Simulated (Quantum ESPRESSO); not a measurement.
# FeClO: which magnetic order is lowest, part 2 of 2

A self-consistent run ends on one state, which hangs on the start. Several orders of FeClO are started in Quantum ESPRESSO and their energies compared.

Quantum ESPRESSO 7.5; LDA; plane waves with GBRV 1.5 LDA potentials, no spin-orbit coupling.

So far, absolute magnetization (μB): step 2 (start 1: ferro ++) 8.59.

### 3. Run 2, typed as antiferro +−

pw.in reads:

```
&CONTROL
  calculation = 'scf'
  prefix = 'pwscf'
  outdir = './tmp'
  pseudo_dir = './pseudo'
  disk_io = 'nowf'
/
&SYSTEM
  ibrav = 0
  celldm(1) = 8
  nat = 6
  ntyp = 4
  ecutwfc = 40
  ecutrho = 280
  nbnd = 39
  occupations = 'smearing'
  smearing = 'fd'
  degauss = 0.00367493
  nspin = 2
  starting_magnetization(1) = 0.25
  starting_magnetization(2) = -0.25
  starting_magnetization(3) = 0
  starting_magnetization(4) = 0
/
&ELECTRONS
  conv_thr = 1.2d-08
  electron_maxstep = 150
  mixing_beta = 0.3
/
ATOMIC_SPECIES
Fe1    55.8450 fe_lda_v1.5.uspp.F.UPF
Fe2    55.8450 fe_lda_v1.5.uspp.F.UPF
Cl     35.4500 cl_lda_v1.4.uspp.F.UPF
O      15.9990 o_lda_v1.2.uspp.F.UPF
CELL_PARAMETERS alat
   0.7799844579393    0.0000000000000    0.0000000000000
   0.0000000000000    0.8928955938857    0.0000000000000
   0.0000000000000    0.0000000000000    1.8701202160828
ATOMIC_POSITIONS crystal
Fe1     0.5000000000    0.0000000000    0.1156800000
Fe2     0.0000000000    0.5000000000    0.8843200000
Cl      0.0000000000    0.0000000000    0.3300300000
Cl      0.5000000000    0.5000000000    0.6699700000
O       0.0000000000    0.0000000000    0.9516800000
O       0.5000000000    0.5000000000    0.0483200000
K_POINTS automatic
6 6 6 0 0 0
```

Run with:

```console
$ OMP_NUM_THREADS=1 mpirun -n 4 pw.x -nk 4 -in pw.in > pw.out
```

Output:

```text
[banner, memory and clock lines left out]
Program PWSCF v.7.5 starts

     Message from routine setup:
     using ibrav=0 with symmetry is DISCOURAGED, use correct ibrav instead

     bravais-lattice index     =            0
     lattice parameter (alat)  =       8.0000  a.u.
     unit-cell volume          =     666.8469 (a.u.)^3
     number of atoms/cell      =            6
     number of atomic types    =            4
     number of electrons       =        58.00
     number of Kohn-Sham states=           39
     kinetic-energy cutoff     =      40.0000  Ry
     charge density cutoff     =     280.0000  Ry
     scf convergence threshold =      1.2E-08
     mixing beta               =       0.3000
     number of iterations used =            8  plain     mixing
     Exchange-correlation= SLA  PZ   NOGX NOGC
                           (   1   1   0   0   0   0   0)

     celldm(1)=   8.000000  celldm(2)=   0.000000  celldm(3)=   0.000000
     celldm(4)=   0.000000  celldm(5)=   0.000000  celldm(6)=   0.000000

     crystal axes: (cart. coord. in units of alat)
               a(1) = (   0.779984   0.000000   0.000000 )
               a(2) = (   0.000000   0.892896   0.000000 )
               a(3) = (   0.000000   0.000000   1.870120 )

     reciprocal axes: (cart. coord. in units 2 pi/alat)
               b(1) = (  1.282077  0.000000  0.000000 )
               b(2) = (  0.000000  1.119952  0.000000 )
               b(3) = (  0.000000  0.000000  0.534725 )

     PseudoPot. # 1 for Fe read from file:
     fe_lda_v1.5.uspp.F.UPF
     Pseudo is Ultrasoft + core correction, Zval = 16.0

     PseudoPot. # 2 for Fe read from file:
     fe_lda_v1.5.uspp.F.UPF
     Pseudo is Ultrasoft + core correction, Zval = 16.0

     PseudoPot. # 3 for Cl read from file:
     cl_lda_v1.4.uspp.F.UPF
     Pseudo is Ultrasoft + core correction, Zval =  7.0

     PseudoPot. # 4 for O  read from file:
     o_lda_v1.2.uspp.F.UPF
     Pseudo is Ultrasoft + core correction, Zval =  6.0

     atomic species   valence    mass     pseudopotential
     Fe1              16.00    55.84500     Fe( 1.00)
     Fe2              16.00    55.84500     Fe( 1.00)
     Cl                7.00    35.45000     Cl( 1.00)
     O                 6.00    15.99900     O ( 1.00)

     Starting magnetic structure
     atomic species   magnetization
     Fe1             0.250
     Fe2            -0.250
     Cl              0.000
     O               0.000

      4 Sym. Ops. (no inversion) found

   Cartesian axes

     site n.     atom                  positions (alat units)
         1        Fe1    tau(   1) = (   0.3899922   0.0000000   0.2163355  )
         2        Fe2    tau(   2) = (   0.0000000   0.4464478   1.6537847  )
         3        Cl     tau(   3) = (   0.0000000   0.0000000   0.6171958  )
         4        Cl     tau(   4) = (   0.3899922   0.4464478   1.2529244  )
         5        O      tau(   5) = (   0.0000000   0.0000000   1.7797560  )
         6        O      tau(   6) = (   0.3899922   0.4464478   0.0903642  )

     number of k points=    64  Fermi-Dirac smearing, width (Ry)=  0.0037
                       cart. coord. in units 2pi/alat
        k(    1) = (   0.0000000   0.0000000   0.0000000), wk =   0.0046296
        k(    2) = (   0.0000000   0.0000000   0.0891208), wk =   0.0092593
        k(    3) = (   0.0000000   0.0000000   0.1782417), wk =   0.0092593
        k(    4) = (   0.0000000   0.0000000  -0.2673625), wk =   0.0046296
        k(    5) = (   0.0000000   0.1866586   0.0000000), wk =   0.0092593
        [... 59 further k-points ...]

     Dense  grid:    52785 G-vectors     FFT dimensions: (  36,  40,  80)

     Smooth grid:    22817 G-vectors     FFT dimensions: (  25,  30,  64)

     Check: negative core charge=   -0.000025
     Generating pointlists ...
     new r_m :   0.1914 (alat units)  1.5308 (a.u.) for type    1
     new r_m :   0.1914 (alat units)  1.5308 (a.u.) for type    2
     new r_m :   0.2307 (alat units)  1.8456 (a.u.) for type    3
     new r_m :   0.1914 (alat units)  1.5308 (a.u.) for type    4

     Initial potential from superposition of free atoms

     starting charge      56.0000, renormalised to      58.0000

     negative rho (up, down):  1.494E-02 1.494E-02
     Starting wfcs are   42 randomized atomic wfcs

     Self-consistent Calculation

     iteration #  1     ecut=    40.00 Ry     beta= 0.30
     Davidson diagonalization with overlap
     ethr =  1.00E-02,  avg # of iterations =  5.0

     negative rho (up, down):  1.453E-02 1.453E-02

     total energy              =    -631.57407483 Ry
     estimated scf accuracy    <       1.25525264 Ry

     total magnetization       =    -0.00 Bohr mag/cell
     absolute magnetization    =     8.95 Bohr mag/cell

     iteration #  2     ecut=    40.00 Ry     beta= 0.30
     Davidson diagonalization with overlap
     ethr =  2.16E-03,  avg # of iterations =  2.6

     negative rho (up, down):  1.441E-02 1.441E-02

     total energy              =    -631.75284135 Ry
     estimated scf accuracy    <       0.69558149 Ry

     total magnetization       =    -0.00 Bohr mag/cell
     absolute magnetization    =     6.60 Bohr mag/cell

     [... further iterations left out ...]

     iteration # 14     ecut=    40.00 Ry     beta= 0.30
     Davidson diagonalization with overlap
     ethr =  4.03E-10,  avg # of iterations =  1.7

     negative rho (up, down):  1.390E-02 1.390E-02

     total energy              =    -631.86650042 Ry
     estimated scf accuracy    <       0.00000008 Ry

     total magnetization       =    -0.00 Bohr mag/cell
     absolute magnetization    =     8.07 Bohr mag/cell

     iteration # 15     ecut=    40.00 Ry     beta= 0.30
     Davidson diagonalization with overlap
     ethr =  1.32E-10,  avg # of iterations =  2.0

     negative rho (up, down):  1.390E-02 1.390E-02

     Magnetic moment per site  (integrated on atomic sphere of radius R)
     atom   1 (R=0.191)  charge= 13.0019  magn=  3.3599
     atom   2 (R=0.191)  charge= 13.0019  magn= -3.3599
     atom   3 (R=0.231)  charge=  5.1018  magn=  0.1962
     atom   4 (R=0.231)  charge=  5.1018  magn= -0.1962
     atom   5 (R=0.191)  charge=  5.3462  magn= -0.0418
     atom   6 (R=0.191)  charge=  5.3462  magn=  0.0418

     End of self-consistent calculation

     Number of k-points >= 100: set verbosity='high' to print the bands.

     the Fermi energy is     5.8725 ev

!    total energy              =    -631.86650044 Ry
     estimated scf accuracy    <          6.8E-09 Ry
     smearing contrib. (-TS)   =      -0.00282544 Ry
     internal energy E=F+TS    =    -631.86367500 Ry

     The total energy is F=E-TS. E is the sum of the following terms:
     one-electron contribution =    -662.29872606 Ry
     hartree contribution      =     349.47776054 Ry
     xc contribution           =     -90.56236557 Ry
     ewald contribution        =    -228.48034391 Ry

     total magnetization       =    -0.00 Bohr mag/cell
     absolute magnetization    =     8.07 Bohr mag/cell

     convergence has been achieved in  15 iterations
```

Run time: 81 s. Hardware: 4 MPI ranks of Arm Neoverse V1, shared host; peak memory 0.77 GiB; 5.4 min of CPU time.

Spin moment in the atom's sphere by atom:

| atom | spin moment in the atom's sphere (μB) |
| --- | --- |
| Fe1 | 3.36 |
| Fe2 | -3.36 |
| Cl3 | 0.20 |
| Cl4 | -0.20 |
| O5 | -0.04 |
| O6 | 0.04 |

Read from the output:

| Property | Result |
| --- | --- |
| smearing term TS | 0.03844 eV |
| magnetization | 0 μB |
| absolute magnetization | 8.07 μB |
| final state | antiferromagnetic |

### 4. Run 3, typed as no spin polarisation

Changes to pw.in since step 3:

```diff
@@ -11,3 +11,3 @@
   nat = 6
-  ntyp = 4
+  ntyp = 3
   ecutwfc = 40
@@ -18,7 +18,2 @@
   degauss = 0.00367493
-  nspin = 2
-  starting_magnetization(1) = 0.25
-  starting_magnetization(2) = -0.25
-  starting_magnetization(3) = 0
-  starting_magnetization(4) = 0
 /
@@ -30,4 +25,3 @@
 ATOMIC_SPECIES
-Fe1    55.8450 fe_lda_v1.5.uspp.F.UPF
-Fe2    55.8450 fe_lda_v1.5.uspp.F.UPF
+Fe     55.8450 fe_lda_v1.5.uspp.F.UPF
 Cl     35.4500 cl_lda_v1.4.uspp.F.UPF
@@ -39,4 +33,4 @@
 ATOMIC_POSITIONS crystal
-Fe1     0.5000000000    0.0000000000    0.1156800000
-Fe2     0.0000000000    0.5000000000    0.8843200000
+Fe      0.5000000000    0.0000000000    0.1156800000
+Fe      0.0000000000    0.5000000000    0.8843200000
 Cl      0.0000000000    0.0000000000    0.3300300000
```

Output:

```text
     [... lines left out ...]
Program PWSCF v.7.5 starts
     [... lines left out ...]
     number of atoms/cell      =            6
     [... lines left out ...]
     number of electrons       =        58.00
     number of Kohn-Sham states=           39
     kinetic-energy cutoff     =      40.0000  Ry
     charge density cutoff     =     280.0000  Ry
     scf convergence threshold =      1.2E-08
     [... lines left out ...]
      8 Sym. Ops., with inversion, found ( 4 have fractional translation)
     [... lines left out ...]
     number of k points=    64  Fermi-Dirac smearing, width (Ry)=  0.0037
     [... lines left out ...]
     iteration # 12     ecut=    40.00 Ry     beta= 0.30
     [... lines left out ...]
     the Fermi energy is     5.6038 ev
!    total energy              =    -631.77697052 Ry
     estimated scf accuracy    <       0.00000001 Ry
     smearing contrib. (-TS)   =      -0.00768544 Ry
     [... lines left out ...]
     convergence has been achieved in  12 iterations
```

Run time: 37 s. Hardware: 4 MPI ranks; peak memory 0.48 GiB; 2.5 min of CPU time.

This step gave:

```yaml
smearing_term_ts: 0.1046 eV
final_state: non-magnetic (no spin polarisation)
```

### 5. Ranking

An order is kept where moments of 0.15 μB or more survive with the typed signs; meshes match where a doubled cell samples the same k points as the first cell.

Orders:

| start | final state | typed order kept | energy over the lowest (meV a seeded atom) | largest site moment (μB) | net moment (μB a cell of the first run) | mesh matched | CPU time (s) |
| --- | --- | --- | --- | --- | --- | --- | --- |
| ferro ++ | ferromagnetic | yes | 119.1 | 3.33 | 8.586 | yes | 397.5 |
| antiferro +- | antiferromagnetic | yes | 0 | 3.36 | 0 | yes | 323.5 |
| no spin polarisation | non-magnetic | - | 609.1 | 0 | 0 | yes | 147.7 |

### 6. Summary of results

```
lowest state found      : antiferromagnetic (from antiferro +-)
largest site moment     : 3.36 μB
next state with moments : ferromagnetic, 119 meV a seeded atom higher
state without moments   : 609 meV a seeded atom higher
```

In words: Forming the moments gains more than four times the spread of the orders, as local moments do. This is the lowest of 3 collinear or spinless starts, no proof of the ground state. No Hubbard term acts here. In such compounds local and semilocal functionals without one often delocalise the d electrons, and can shrink or lose moments and miss the size, sign and order of the couplings. The smearing term is large for its width, so states at the Fermi level are partly filled: at this level the cell is a metal or has a gap of a few widths at most.

[Logs and program files are shortened in this print: banners, set-up blocks, solver, clock and traceback lines can be left out without a mark of their own.]

[Logs are printed without paths, hosts, clocks, repeated set-up lines and the standing remarks that a program may print on its own settings, such as how far it seeks lower states.]

[Hosts, paths, dates, database ids (printed as entryN), source tags and the programs' standing remarks are cut or masked in the printed files.]

[Where a cell is said to come from a database of computed structures, the database is the Materials Project.]
